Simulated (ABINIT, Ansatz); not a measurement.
**LiBiB2O6 (R-3): G0W0 with ABINIT, start to end**

Aim: the G0W0 gap of LiBiB2O6 (R-3) on LDA, step by step.

Method: LDA and many-body steps on it, plane waves, in ABINIT 10.8.3.

## 1. Starting point

The structure is trigonal, space group R-3 (No. 148). The conventional cell has a = 4.879 Å, b = 4.879 Å, c = 15.675 Å, α = 90.00°, β = 90.00°, γ = 120.00°. Nearest to Li lie 6 O at 2.22 Å. B has 3 O at 1.38 Å nearest. Nearest to Bi lie 6 O at 2.17 Å. Nearest to O lie 1 B at 1.38 Å and 1 Bi at 2.17 Å and 1 Li at 2.22 Å. Farther neighbours and most contacts between anions are not listed.

The cell and positions are those that the Materials Project relaxed with its own functionals (PBE, PBE+U or r2SCAN), kept fixed. Spin-orbit coupling is left out unless a step names it.

## 2. Ground state

This step: ABINIT 10.8.3; DFT, LDA, plane waves, norm-conserving pseudopotentials.

The ground-state density comes first.

The input, run.abi:

```
acell 3*1.0 Angstrom
rprim 
  2.439250647883 1.408302018200 5.224968345293
  -2.439250647883 1.408302018200 5.224968345293
  0.000000000000 -2.816604036329 5.224968345313
ntypat 4
znucl 3 5 83 8
natom 10
typat 1 2 2 3 4 4 4 4 4 4
xred 
  0.500000000000 0.500000000000 0.500000000000
  0.254532000000 0.254532000000 0.254532000000
  0.745468000000 0.745468000000 0.745468000000
  0.000000000000 0.000000000000 0.000000000000
  0.031291000000 0.463879000000 0.746058000000
  0.536121000000 0.253942000000 0.968709000000
  0.253942000000 0.968709000000 0.536121000000
  0.746058000000 0.031291000000 0.463879000000
  0.463879000000 0.746058000000 0.031291000000
  0.968709000000 0.536121000000 0.253942000000
pp_dirpath "pseudos"
pseudos "Li.upf, B.upf, Bi.upf, O.upf"
ecut 36
ngkpt 6 6 6
nshiftk 1
shiftk 0 0 0
kptopt 1
chksymbreak 0
nband 39
occopt 1
tolvrs 1e-10
nstep 60
prtwf 0
optforces 0
optstress 0
indata_prefix "in"
outdata_prefix "out"
tmpdata_prefix "tmp"
```

Command:

```
$ OMP_NUM_THREADS=1 mpirun -n 4 abinit run.abi > log
```

Numbers of over 12 decimals in the logs are rounded to 6 here.

What it wrote:

```text
.Version 10.8.3 of ABINIT. v10.8.2 released Aug 2026.

 Symmetries : space group R-3 (#148); Bravais hR (rhombohedral)
================================================================================
 Values of the parameters that define the memory need of the present run
     intxc =       0    ionmov =       0      iscf =       7    lmnmax =       6
     lnmax =       6     mgfft =      64  mpssoang =       3    mqgrid =    3001
     natom =      10  nloc_mem =       1    nspden =       1   nspinor =       1
    nsppol =       1      nsym =       6    n1xccc =    2501    ntypat =       4
    occopt =       1   xclevel =       1
-    mband =          39        mffmem =           1         mkmem =          10
       mpw =        7530          nfft =      262144          nkpt =          40
================================================================================
  Rough estimation (10% accuracy) of disk space for files :
================================================================================

--------------------------------------------------------------------------------
------------- Echo of variables that govern the present computation ------------
--------------------------------------------------------------------------------
 -outvars: echo values of preprocessed input variables --------
            acell      1.8897261259E+00  1.8897261259E+00  1.8897261259E+00 Bohr

      chksymbreak           0
             ecut      3.60000000E+01 Hartree
-          fftalg         312

              ixc       -1012
              kpt      0.00000000E+00  0.00000000E+00  0.00000000E+00
                       1.66666667E-01  0.00000000E+00  0.00000000E+00
                       3.33333333E-01  0.00000000E+00  0.00000000E+00
                       5.00000000E-01  0.00000000E+00  0.00000000E+00
                       1.66666667E-01  1.66666667E-01  0.00000000E+00
                       3.33333333E-01  1.66666667E-01  0.00000000E+00
                       5.00000000E-01  1.66666667E-01  0.00000000E+00
                      -3.33333333E-01  1.66666667E-01  0.00000000E+00
                      -1.66666667E-01  1.66666667E-01  0.00000000E+00
   [... 29 further rows ...]
                      -3.33333333E-01  5.00000000E-01  3.33333333E-01
                       5.00000000E-01  5.00000000E-01  5.00000000E-01
         kptrlatt        6    0    0      0    6    0      0    0    6
          kptrlen      5.53141881E+01
P           mkmem          10
            natom          10
            nband          39
            ngfft          64      64      64
             nkpt          40
            nstep          60
             nsym           6
           ntypat           4
              occ      2.000000  2.000000  2.000000  2.000000  2.000000  2.000000
                       2.000000  2.000000  2.000000  2.000000  2.000000  2.000000
                       2.000000  2.000000  2.000000  2.000000  2.000000  2.000000
                       2.000000  2.000000  2.000000  2.000000  2.000000  2.000000
                       2.000000  2.000000  2.000000  2.000000  2.000000  2.000000
                       0.000000  0.000000  0.000000  0.000000  0.000000  0.000000
[...]
optforces           0
        optstress           0
            prtwf           0
            rprim      2.4392506479E+00  1.4083020182E+00  5.2249683453E+00
[...]
spgroup         148

           tolvrs      1.00000000E-10

             xred      5.0000000000E-01  5.0000000000E-01  5.0000000000E-01
[...]
znucl        3.00000    5.00000   83.00000    8.00000

================================================================================

 chkinp: Checking input parameters for consistency.

================================================================================
== DATASET  1 ==================================================================
-   mpi_nproc: 4, omp_nthreads: 1 (-1 if OMP is not activated)

--- !DatasetInfo
iteration_state: {dtset: 1, }
dimensions: {natom: 10, nkpt: 40, mband: 39, nsppol: 1, nspinor: 1, nspden: 1, mpw: 7530, }
cutoff_energies: {ecut:  36.0, pawecutdg:  -1.0, }
electrons: {nelect:   6.00000000E+01, charge:   0.00000000E+00, occopt:   1.00000000E+00, tsmear:   1.00000000E-02, }

 Real(R)+Recip(G) space primitive vectors, cartesian coordinates (Bohr,Bohr^-1):
 R(1)=  4.6095157  2.6613051  9.8737592  G(1)=  0.1084713  0.0626259  0.0337595
 R(2)= -4.6095157  2.6613051  9.8737592  G(2)= -0.1084713  0.0626259  0.0337595
 R(3)=  0.0000000 -5.3226102  9.8737592  G(3)=  0.0000000 -0.1252518  0.0337595
 Unit cell volume ucvol=  7.2674784E+02 bohr^3
 Angles (23,13,12)=  4.85277713E+01  4.85277713E+01  4.85277713E+01 degrees

 getcut: wavevector=  0.0000  0.0000  0.0000  ngfft=  64  64  64
         ecut(hartree)=     36.000   => boxcut(ratio)=   2.11255

--- Pseudopotential description ------------------------------------------------
- Li Generated using ONCVPSP code by D. R. Hamann
-  3.00000   3.00000  180309                  znucl, zion, pspdat
12 -1012 1 -1 1944                            pspcod,pspxc,lmax,lloc,mmax
     nproj     2     2     0
  pspatm : epsatm=    2.61415252
         --- l  ekb(1:nproj) -->
[...]
pspatm: atomic psp has been read  and splines computed

[...]
- O Generated using ONCVPSP code by D. R. Hamann
-  8.00000   6.00000  201201                  znucl, zion, pspdat
12 -1012 2 -1 926                             pspcod,pspxc,lmax,lloc,mmax
     nproj     2     2     1
  pspatm : epsatm=    6.27558587
         --- l  ekb(1:nproj) -->
[...]
2   -1.033686
 pspatm: atomic psp has been read  and splines computed

   5.36176334E+03                                ecore*ucvol(ha*bohr**3)
--------------------------------------------------------------------------------

_setup2: Arith. and geom. avg. npw (full set) are    7498.690    7498.676

================================================================================

--- !BeginCycle
iteration_state: {dtset: 1, }
solver: {iscf: 7, nstep: 60, nline: 4, wfoptalg: 0, }
tolerances: {tolvrs: 1.00E-10, }

     iter   Etot(hartree)      deltaE(h)  residm     vres2
 ETOT  1  -193.49366685711    -1.935E+02 1.266E-01 4.943E+03
 ETOT  2  -193.71781186902    -2.241E-01 1.690E-02 2.218E+03
 ETOT  3  -194.16965805696    -4.518E-01 8.326E-03 1.085E+02
 ETOT  4  -194.18793018881    -1.827E-02 8.858E-03 2.649E+00
 ETOT  5  -194.18807633609    -1.461E-04 1.671E-03 5.625E-02
 ETOT  6  -194.18808230655    -5.970E-06 1.549E-03 8.317E-03
 ETOT  7  -194.18808297744    -6.709E-07 6.439E-04 1.575E-04
 ETOT  8  -194.18808299062    -1.317E-08 9.628E-04 4.622E-06
 ETOT  9  -194.18808299105    -4.382E-10 4.448E-04 2.106E-07
 ETOT 10  -194.18808299108    -2.137E-11 7.331E-04 3.554E-09
 ETOT 11  -194.18808299107     4.945E-12 3.025E-04 2.107E-10
 ETOT 12  -194.18808299108    -5.969E-12 4.631E-04 1.579E-11

 At SCF step   12       vres2   =  1.58E-11 < tolvrs=  1.00E-10 =>converged.

--- !ResultsGS
iteration_state: {dtset: 1, }
comment   : Summary of ground state results
lattice_vectors:
- [  4.6095157,   2.6613051,   9.8737592, ]
- [ -4.6095157,   2.6613051,   9.8737592, ]
- [  0.0000000,  -5.3226102,   9.8737592, ]
lattice_lengths: [  11.21701,   11.21701,   11.21701, ]
lattice_angles: [ 48.528,  48.528,  48.528, ] # degrees, (23, 13, 12)
lattice_volume:   7.2674784E+02
convergence: {deltae: -5.969E-12, res2:  1.579E-11, residm:  4.631E-04, diffor:  0.000E+00, }
etotal    :  -1.94188083E+02
entropy   :   0.00000000E+00
fermie    :   5.36383530E-02
cartesian_stress_tensor: null
pressure_GPa: null
xred      :
- [  5.0000E-01,   5.0000E-01,   5.0000E-01, Li]
- [  2.5453E-01,   2.5453E-01,   2.5453E-01,  B]
- [  7.4547E-01,   7.4547E-01,   7.4547E-01,  B]
- [  0.0000E+00,   0.0000E+00,   0.0000E+00, Bi]
- [  3.1291E-02,   4.6388E-01,   7.4606E-01,  O]
- [  5.3612E-01,   2.5394E-01,   9.6871E-01,  O]
- [  2.5394E-01,   9.6871E-01,   5.3612E-01,  O]
- [  7.4606E-01,   3.1291E-02,   4.6388E-01,  O]
- [  4.6388E-01,   7.4606E-01,   3.1291E-02,  O]
- [  9.6871E-01,   5.3612E-01,   2.5394E-01,  O]
cartesian_forces: null
force_length_stats: {min: null, max: null, mean: null, }

 Integrated electronic density in atomic spheres:
 ------------------------------------------------
 Atom  Sphere_radius  Integrated_density
[...]
================================================================================

 ----iterations are completed or convergence reached----

 Mean square residual over all n,k,spin=   76.618E-08; max=  46.307E-05
 reduced coordinates (array xred) for   10 atoms
[...]
0.536121000000      0.253942000000      0.968709000000
       0.253942000000      0.968709000000      0.536121000000
       0.746058000000      0.031291000000      0.463879000000
       0.463879000000      0.746058000000      0.031291000000
       0.968709000000      0.536121000000      0.253942000000
 rms dE/dt=  0.0000E+00; max dE/dt=  0.0000E+00; dE/dt below (all hartree)
    1       0.000000000000      0.000000000000      0.000000000000
    2       0.000000000000      0.000000000000      0.000000000000
    3       0.000000000000      0.000000000000      0.000000000000
    4       0.000000000000      0.000000000000      0.000000000000
    5       0.000000000000      0.000000000000      0.000000000000
    6       0.000000000000      0.000000000000      0.000000000000
    7       0.000000000000      0.000000000000      0.000000000000
    8       0.000000000000      0.000000000000      0.000000000000
    9       0.000000000000      0.000000000000      0.000000000000
   10       0.000000000000      0.000000000000      0.000000000000

 cartesian coordinates (angstrom) at end:
[...]
6      0.688305    -1.615822     9.189528
    7     -1.743496     0.211821     9.189528
    8      1.743496    -0.211821     6.485377
    9     -0.688305     1.615822     6.485377
   10      1.055191     1.404001     9.189528
 length scales=  1.889726125908  1.889726125908  1.889726125908 bohr
              =  1.000000000000  1.000000000000  1.000000000000 angstroms
 prteigrs : about to open file out_EIG
 Fermi (or HOMO) energy (hartree) =   0.05364   Average Vxc (hartree)=  -0.40089
 Eigenvalues (hartree) for nkpt=  40  k points:
 kpt#   1, nband= 39, wtk=  0.00463, kpt=  0.0000  0.0000  0.0000 (reduced coord)
  -1.46693   -0.75210   -0.75210   -0.73909   -0.73909   -0.73798   -0.64502   -0.60892
  -0.55955   -0.55955   -0.54552   -0.54552   -0.30849   -0.17984   -0.15040   -0.15040
  -0.11945   -0.10146   -0.10146   -0.05068   -0.04799   -0.01039   -0.01039    0.00864
   0.00864    0.01901    0.02632    0.02632    0.04778    0.04778    0.10212    0.29886
   0.31649    0.32731    0.33139    0.33139    0.40265    0.50293    0.50297
 prteigrs : prtvol=0 or 1, do not print more k-points.

--- !EnergyTerms
iteration_state     : {dtset: 1, }
comment             : Components of total free energy in Hartree
kinetic             :  1.15317029113199E+02
hartree             :  4.88909178030959E+01
xc                  : -5.01923774827482E+01
Ewald energy        : -1.28481807097089E+02
psp_core            :  7.37774931160905E+00
local_psp           : -1.50979924359724E+02
non_local_psp       : -3.61196702794198E+01
total_energy        : -1.94188082991077E+02
total_energy_eV     : -5.28412693063682E+03
band_energy         : -1.94418032016689E+01

== END DATASET(S) ==============================================================
================================================================================

 -outvars: echo values of variables after computation  --------
           etotal     -1.9418808299E+02
            nband          39
             nkpt          40
          spgroup         148
 [... the other variables as echoed above ...]

 Calculation completed.
```

Elapsed: 5 min, on 4 MPI ranks of Arm Neoverse N1, shared host; peak memory 0.67 GiB; 20 min of CPU time.

This step gave:

```
total energy               : -5284.1269 eV
gap                        : 1.274 eV
k of the valence top       : -0.1667, -0.3333, 0.1667
k of the conduction bottom : 0.5, 0.5, 0.5
least direct gap           : 1.479 eV
```

The gap is indirect, with the least direct gap 0.20 eV higher.

(Part 1 of 3 ends here.)

[Paths, hosts, dates, memory and timing lines, banners, echoed tables and standing remarks are left out of the program output.]

[Logs are printed without paths, hosts, clocks, repeated set-up lines and the standing remarks that a program may print on its own settings, such as how far it seeks lower states.]

[Runs of the session that timed out or met a known fault of the program may be left out.]

[Hosts, paths, dates, database ids (printed as entryN), source tags and the programs' standing remarks are cut or masked in the printed files.]

[G0W0 gaps are taken among the corrected bands and points alone; a level outside them can change the order at an edge.]

[Where Ansatz stands beside ABINIT at settings called matched, ABINIT's density can come from a denser mesh and the files from another edition; pairs whose starting gaps differed by over 0.03 eV were left out, so agreement reads better than it is.]
